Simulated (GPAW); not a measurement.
## GaBi (honeycomb monolayer): G0W0 with GPAW, start to end

How does a plane-wave GW calculation on GaBi (honeycomb monolayer) run from the first input to the gap?

Program: GPAW 26.7.0. Level of theory: LDA and many-body steps on it, plane waves. Results are calculated unless marked as measured.

### Step 1. The starting structure

The cell holds 2 atoms: 1 Ga and 1 Bi. Cell: a = 4.369 Å, b = 4.369 Å, c = 11.400 Å, α = 90.0°, β = 90.0°, γ = 120.0°. Vacuum lies along c.

The start is a generated structure, not a measured one. Spin-orbit coupling is left out unless a step names it.

### Step 2. Relaxation

This step: GPAW 26.7.0; DFT, LDA, plane waves, PAW.

A relaxation at this level of theory: leftover forces would pass straight into the levels.

Input file run.py:

```python
import json
import numpy as np
from gpaw.mpi import world
from ase import Atoms
from ase.constraints import FixSymmetry
from ase.filters import FrechetCellFilter
from ase.optimize import BFGS
from gpaw import GPAW, PW, FermiDirac

atoms = Atoms(['Ga', 'Bi'],
    cell=[[4.3693527562, 0.0000000000, 0.0000000000],
      [-2.1846763781, 3.7839704850, 0.0000000000],
      [0.0000000000, 0.0000000000, 11.4000000000]],
    scaled_positions=[[0.3333333333, 0.6666666667, 0.4824561404],
      [0.6666666667, 0.3333333333, 0.5175438596]],
    pbc=(True, True, False))
atoms.set_constraint(FixSymmetry(atoms))
atoms.calc = GPAW(mode=PW(550),
    xc='LDA',
    kpts={'size': (6, 6, 1), 'gamma': True},
    occupations=FermiDirac(0.02),
    convergence={'density': 1e-5},
    txt='relax.txt')
steps = []
opt = BFGS(FrechetCellFilter(atoms, mask=[1, 1, 0, 0, 0, 1]), logfile='bfgs.log')
opt.attach(lambda: steps.append([atoms.get_potential_energy(), atoms.cell[:], atoms.positions.copy(), atoms.get_forces()]))
converged = opt.run(fmax=0.03, steps=50)
res = {'converged': bool(converged), 'steps': steps, 'cell': atoms.cell[:], 'frac': atoms.get_scaled_positions()}

if world.rank == 0:
    with open('result.json', 'w') as f:
        json.dump(res, f, default=lambda x: x.tolist())
```

Started as:

```console
$ mpirun -n 4 gpaw python run.py
```

Numbers of over 12 decimals in the logs are rounded to 6 here.

The program printed:

```text
Step     Time          Energy          fmax
BFGS:    0        -7.868385        0.906840
BFGS:    1        -7.896799        0.634776
BFGS:    2        -7.945010        0.363212
[...]
BFGS:    9        -8.002471        0.043768
BFGS:   10        -8.002552        0.022838
```

Run time: 42 s. Hardware: 4 MPI ranks of Arm Neoverse V1, shared host; peak memory 1 GiB.

The steps of the relaxation:

| step | energy less that of the first step (eV) | largest force (eV/Å) |
| --- | --- | --- |
| 1 | 0.0000 | 0.5514 |
| 2 | -0.0284 | 0.5138 |
| 3 | -0.0766 | 0.3632 |
| 4 | -0.0826 | 0.3145 |
| 5 | -0.0963 | 0.1649 |
| 6 | -0.1071 | 0.0365 |
| 7 | -0.1213 | 0.0925 |
| 8 | 0.0545 | 0.5714 |
| 9 | -0.1345 | 0.0545 |
| 10 | -0.1348 | 0.0098 |
| 11 | -0.1349 | 0.0099 |

The atoms that moved most (Å):

| atom | dx | dy | dz | length |
| --- | --- | --- | --- | --- |
| Ga1 | 0.000 | 0.000 | -0.178 | 0.178 |
| Bi2 | 0.000 | 0.000 | 0.178 | 0.178 |

The relaxed structure:

```cif
data_structure
_symmetry_space_group_name_H-M 'P 1'
_symmetry_Int_Tables_number 1
_cell_length_a 4.3943
_cell_length_b 4.3943
_cell_length_c 11.4000
_cell_angle_alpha 90.000
_cell_angle_beta 90.000
_cell_angle_gamma 120.000
_cell_volume 190.64
loop_
_atom_site_label
_atom_site_type_symbol
_atom_site_fract_x
_atom_site_fract_y
_atom_site_fract_z
_atom_site_occupancy
Ga1 Ga 0.33333 0.66667 0.46685 1
Bi2 Bi 0.66667 0.33333 0.53314 1
```

### Step 3. Ground state

The ground-state density comes first.

Input file run.py:

```python
import json
import numpy as np
from gpaw.mpi import world
from ase import Atoms
from gpaw import GPAW, PW, FermiDirac

atoms = Atoms(['Ga', 'Bi'],
    cell=[[4.3943299883, 0.0000000000, 0.0000000000],
      [-2.1971649942, 3.8056014025, 0.0000000000],
      [0.0000000000, 0.0000000000, 11.4000000000]],
    scaled_positions=[[0.3333333333, 0.6666666667, 0.4668538427],
      [0.6666666667, 0.3333333333, 0.5331426218]],
    pbc=(True, True, False))
calc = GPAW(mode=PW(450),
    xc='LDA',
    kpts={'size': (9, 9, 1), 'gamma': True},
    occupations=FermiDirac(0.001),
    nbands=-7,
    convergence={'density': 1e-6, 'bands': -3},
    maxiter=100,
    txt='gs.txt')
atoms.calc = calc
res = {'energy': atoms.get_potential_energy()}
kpts = calc.get_ibz_k_points()
res['kpts'] = kpts
res['eigenvalues'] = [calc.get_eigenvalues(kpt=k) for k in range(len(kpts))]
res['n_electrons'] = calc.get_number_of_electrons()
calc.write('gs.gpw')

if world.rank == 0:
    with open('result.json', 'w') as f:
        json.dump(res, f, default=lambda x: x.tolist())
```

Started as:

```console
$ mpirun -n 4 gpaw python run.py
```

The program printed:

```text
__  _  _
 | _ |_)|_||  |
 |__||  | ||/\| - 26.7.0

Input parameters:
  mode=PW(ecut=450.000000),
  convergence={'density': 1e-06, 'bands': -3},
  kpts=MonkhorstPack(size=(9, 9, 1), gamma=True),
  maxiter=100,
  nbands=-7,
  occupations=Occupations(name='fermi-dirac', width=0.001, fixmagmom=False),
  xc=XC(name='LDA')
  [... matrices ...]
Diagonalizing LCAO Hamiltonian
Converting LCAO to pw mode

            Bi
        Ga

Atoms  # Å, Bohr magnetons
|   | symbol |         x |        y |        z |    initial magnetic moments |
| 0 |     Ga | -0.000000 | 2.537068 | 5.322134 | ( 0.0000,  0.0000,  0.0000) |
| 1 |     Bi |  2.197165 | 1.268534 | 6.077826 | ( 0.0000,  0.0000,  0.0000) |

Unit cell  # Å
| periodic |         x |        y |         z |   lengths |     angles |
|      yes |  4.394330 | 0.000000 |  0.000000 |  4.394330 |  90.000000 |
|      yes | -2.197165 | 3.805601 |  0.000000 |  4.394330 |  90.000000 |
|       no |  0.000000 | 0.000000 | 11.400000 | 11.400000 | 120.000000 |

Number of symmetries: 6
Symmetry operations  # r_c * U_cc + t_c -> r_c
|   | kind |            matrix            |
| 0 |  σ   |  1, 1, 0,  0,-1, 0,  0, 0, 1 |
| 1 |  E   |  1, 0, 0,  0, 1, 0,  0, 0, 1 |
| 2 |  C3  |  0, 1, 0, -1,-1, 0,  0, 0, 1 |
| 3 |  σ   |  0,-1, 0, -1, 0, 0,  0, 0, 1 |
| 4 |  σ   | -1, 0, 0,  1, 1, 0,  0, 0, 1 |
| 5 |  C3  | -1,-1, 0,  1, 0, 0,  0, 0, 1 |

BZ-sampling:
  Number of BZ points: 81
  Number of IBZ points: 12

  Monkhorst-Pack size: [9, 9, 1]
  Monkhorst-Pack shift: [0, 0, 0]

K-points  # in reciprocal-cell coordinates
|     |                                coordinates |     weight |
|   0 | (  0.00000000,   0.00000000,   0.00000000) | 0.01234568 |
|   1 | (  0.11111111,   0.00000000,   0.00000000) | 0.07407407 |
|   2 | (  0.22222222,  -0.11111111,   0.00000000) | 0.07407407 |
|   3 | (  0.22222222,   0.00000000,   0.00000000) | 0.07407407 |
|   4 | (  0.33333333,  -0.11111111,   0.00000000) | 0.14814815 |
|   5 | (  0.33333333,   0.00000000,   0.00000000) | 0.07407407 |
|   6 | (  0.33333333,   0.33333333,   0.00000000) | 0.02469136 |
|   7 | (  0.44444444,  -0.22222222,   0.00000000) | 0.07407407 |
|   8 | (  0.44444444,  -0.11111111,   0.00000000) | 0.14814815 |
|   9 | (  0.44444444,   0.00000000,   0.00000000) | 0.07407407 |
| ... |                                            |            |
|  11 | (  0.44444444,   0.44444444,   0.00000000) | 0.07407407 |

Plane wave coefficients: 4161
Cutoff: 450.000000 eV

Spin-components: 1 (collinear spins)
Bands:           16
Projectors:      11
Spin-degeneracy: 2
Datatype:        complex128

  Storage: CPU
  Wave functions: 12_782_592 bytes (3_195_648 per core)
  Projectors: 17_576_064 bytes (4_394_016 per core)
  [... matrices ...]
Parallelization:
  kpt:    4
  domain: 1
  band:   1

Density:
  Valence electrons: 18.0
  Components: 1
  Grid points: [24 24 56]
  Charge: 0.0  # |e|

Potential:
  Grid points: [24 24 56]

species:
  Ga:
    name:    Gallium
    Z:       31.0
    valence: 3
    core:    28
    charge:  0.0  # [|e|]
    compensation charges:
      type: gauss
      rc: 0.37  # [Å]
      lmax: 2
    cutoffs:
      filter: 2.06  # [Å]
      core: 4.17  # [Å]
    projectors
    | kind |    occ | energy [eV] | rcut [Å] |
    |   4s |  2.000 |      -9.167 |    1.164 |
    |   4p |  1.000 |      -2.734 |    1.164 |
    |    s |        |      18.045 |    1.164 |
    |    p |        |      24.478 |    1.164 |
    |    d |        |       0.000 |    1.164 |

    Using partial waves for Ga as LCAO basis

  Bi:
    name:    Bismuth
    Z:       83.0
    valence: 15
    core:    68
    charge:  0.0  # [|e|]
    compensation charges:
      type: gauss
      rc: 0.38  # [Å]
      lmax: 2
    cutoffs:
      filter: 2.23  # [Å]
      core: 2.33  # [Å]
    projectors
    | kind |    occ | energy [eV] | rcut [Å] |
    |   6s |  2.000 |     -14.665 |    1.286 |
    |   6p |  3.000 |      -4.777 |    1.275 |
    |   5d | 10.000 |     -27.225 |    1.349 |
    |    s |        |      12.546 |    1.286 |
    |    p |        |      22.434 |    1.275 |
    |    d |        |      -0.013 |    1.349 |

    Using partial waves for Bi as LCAO basis

Reference energy: -637346.403778  # eV

eigensolver:
  PPCG
  Converge bands: -3
  niter=2

density mixing:
  MSR1-Mixer
  Pratt-step length: 0.05
  Maximum mixing coefficient: 0.75
  Old densities: 10
  SVD Regularization: 0.005
  Good broyden scale: 1.0
  Trust region scale: 1.0
  Backstep threshold: 4.0
  History deletion threshold: 6.0
  Fourier metric: weight=20.0, sigma=0.015

occupation numbers:
  Fermi-Dirac:
    width: 0.0010  # eV

poisson solver:
  ecut: 3600.000000  # eV

xc functional:
  name: None

Initialization done in: 0.830 s

convergence criteria:
- Maximum integral of absolute [dens]ity change: 1e-06 electrons / valence electron
- Maximum [total energy] change in last 3 cyles: 0.0005 eV / valence electron
- Maximum integral of absolute [eigenst]ate change: 4e-08 eV^2 / valence electron
maximum number of iterations: 100

SCF iterations
|iter     |     time |      energy | eigst |  dens |
|iter:   1|  |   -8.094209 | +0.52 |       |
|iter:   2|  |   -8.095253 | -0.60 | -1.29 |
|iter:   3|  |   -8.013933 | -1.52 | -1.32 |
|iter:   4|  |   -8.016453 | -2.62 | -1.88 |
|iter:   5|  |   -8.016272c| -3.25 | -2.20 |
|iter:   6|  |   -8.016761c| -3.66 | -2.45 |
|iter:   7|  |   -8.016829c| -4.52 | -3.29 |
|iter:   8|  |   -8.016837c| -5.51 | -4.00 |
|iter:   9|  |   -8.016839c| -6.10 | -4.33 |
|iter:  10|  |   -8.016839c| -6.92 | -4.68 |
|iter:  11|  |   -8.016839c| -7.64c| -5.38 |
|iter:  12|  |   -8.016839c| -8.25c| -5.73 |
|iter:  13|  |   -8.016839c| -8.64c| -6.29c|

Converged in 13 steps
SCF loop duration: 4.222 s (0.325 s/step)
Energy contributions relative to reference atoms: (reference = -637346.403778)
  [... matrices ...]
Energy contributions:
  Kinetic:          25.599755
  Coulomb:         -22.957260
  Zero:             -1.369636
  External:          0.000000
  Xc:               -9.289699
  Entropy:          -0.000000
  Spinorbit:         0.000000
  ----------------------------
  Free energy:      -8.016839
  Extrapolated:     -8.016839

dipole moment: (0.882304, -0.509435, -0.031569)  # |e|*Ang

Fermi level: -1.825
Eigenvalues  # (at kpt = [0.000, 0.000, 0.000])
| band index |      eig [eV] | occ [0-2] |
|          0 |       -24.075 |     2.000 |
|          1 |       -24.075 |     2.000 |
|          2 |       -24.032 |     2.000 |
|          3 |       -24.014 |     2.000 |
|          4 |       -24.014 |     2.000 |
|          5 |       -13.195 |     2.000 |
|          6 |        -5.074 |     2.000 |
|          7 |        -1.861 |     2.000 |
|          8 |        -1.861 |     2.000 |
|          9 |        -1.659 |     0.000 |
|         10 |         0.739 |     0.000 |
|         11 |         2.321 |     0.000 |
|         12 |         2.321 |     0.000 |
|         13 |         3.041 |     0.000 |
|         14 |         3.424 |     0.000 |
|         15 |         4.616 |     0.000 |

Gap: 0.202 eV
Transition (v -> c):
  (s=0, k=0, n=8, [0.00, 0.00, 0.00]) -> (s=0, k=0, n=9, [0.00, 0.00, 0.00])
No difference between direct/indirect transitions
vacuum-level: 2.887  # V
# Writing to gs.gpw (mode='')
  [... matrices ...]
```

Run time: 6.9 s. Hardware: 4 MPI ranks; peak memory 0.72 GiB; 27 s of CPU time.

This step gave:

| Property | Result |
| --- | --- |
| total energy | -8.017 eV |
| gap | 0.2021 eV |
| k of the valence top | 0, 0, 0 |
| k of the conduction bottom | 0, 0, 0 |
| least direct gap | 0.2021 eV |

The gap is direct, at Γ.

### Step 4. Empty states on the mesh, 6×6×1 mesh, 319 bands

The sums over transitions need many empty states on a uniform mesh; this step solves for them.

Input file run.py:

```python
import json
import numpy as np
from gpaw.mpi import world
from gpaw import GPAW

calc = GPAW('gs.gpw').fixed_density(kpts={'size': (6, 6, 1), 'gamma': True},
    parallel={'domain': 1, 'band': 1},
    txt='nscf.txt')
calc.diagonalize_full_hamiltonian(nbands=319)
calc.write('full.gpw', mode='all')
res = {}
kpts = calc.get_ibz_k_points()
res['kpts'] = kpts
res['eigenvalues'] = [calc.get_eigenvalues(kpt=k) for k in range(len(kpts))]
res['n_electrons'] = calc.get_number_of_electrons()

if world.rank == 0:
    with open('result.json', 'w') as f:
        json.dump(res, f, default=lambda x: x.tolist())
```

Started as:

```console
$ mpirun -n 4 gpaw python run.py
```

The program printed:

```text
Diagonalizing LCAO Hamiltonian
Converting LCAO to pw mode
convergence criteria:
- Maximum integral of absolute [eigenst]ate change: 4e-08 eV^2 / valence electron
maximum number of iterations: 100

SCF iterations
|iter     |     time |      energy | eigst |  dens |
|iter:   1|  |             | +0.52 |       |
|iter:   2|  |             | -0.35 |       |
|iter:   3|  |             | -1.64 |       |
[...]
|iter:   7|  |             | -6.03 |       |
|iter:   8|  |             | -7.11 |       |
|iter:   9|  |             | -8.04c|       |
SCF steps: 9
  __  _  _
 | _ |_)|_||  |
 |__||  | ||/\| - 26.7.0

Input parameters:
  mode=PW(ecut=450.000000),
  convergence={'density': 1e-06, 'bands': -3},
  gpts=array([24, 24, 56]),
  kpts=MonkhorstPack(size=(6, 6, 1), gamma=True),
  maxiter=100,
  nbands=16,
  occupations=Occupations(name='fermi-dirac', width=0.001, fixmagmom=False),
  parallel={'domain': 1, 'band': 1},
  xc=XC(name='LDA')
Matrix size: 4161x4161
# Writing to full.gpw (mode='all')
  [... matrices ...]

timing:  # [seconds]
  Total: 158.381  # ━━━━━━━━━━━━━━━━━━━━━━━━━━━━━━━━━━━━━━━━━━━━━━━━━━━━━━━━━
```

Elapsed: 2.7 min, on 4 MPI ranks; peak memory 5.5 GiB; 11 min of CPU time.

This step gave:

```
gap                                                           : 0.2021 eV
k of the valence top                                          : 0, 0, 0
k of the conduction bottom                                    : 0, 0, 0
least direct gap                                              : 0.2021 eV
k points computed                                             : 7
lowest point of the top converged band, above the valence top : 79.0970 eV
```

On this mesh the gap is 0.202 eV.

[end of part 1 of 2]

[Paths, hosts, dates, memory and timing lines, banners, echoed tables and standing remarks are left out of the program output.]

[Logs are printed without paths, hosts, clocks, repeated set-up lines and the standing remarks that a program may print on its own settings, such as how far it seeks lower states.]

[Runs of the session that timed out or met a known fault of the program may be left out.]

[Hosts, paths, dates, database ids (printed as entryN), source tags and the programs' standing remarks are cut or masked in the printed files.]
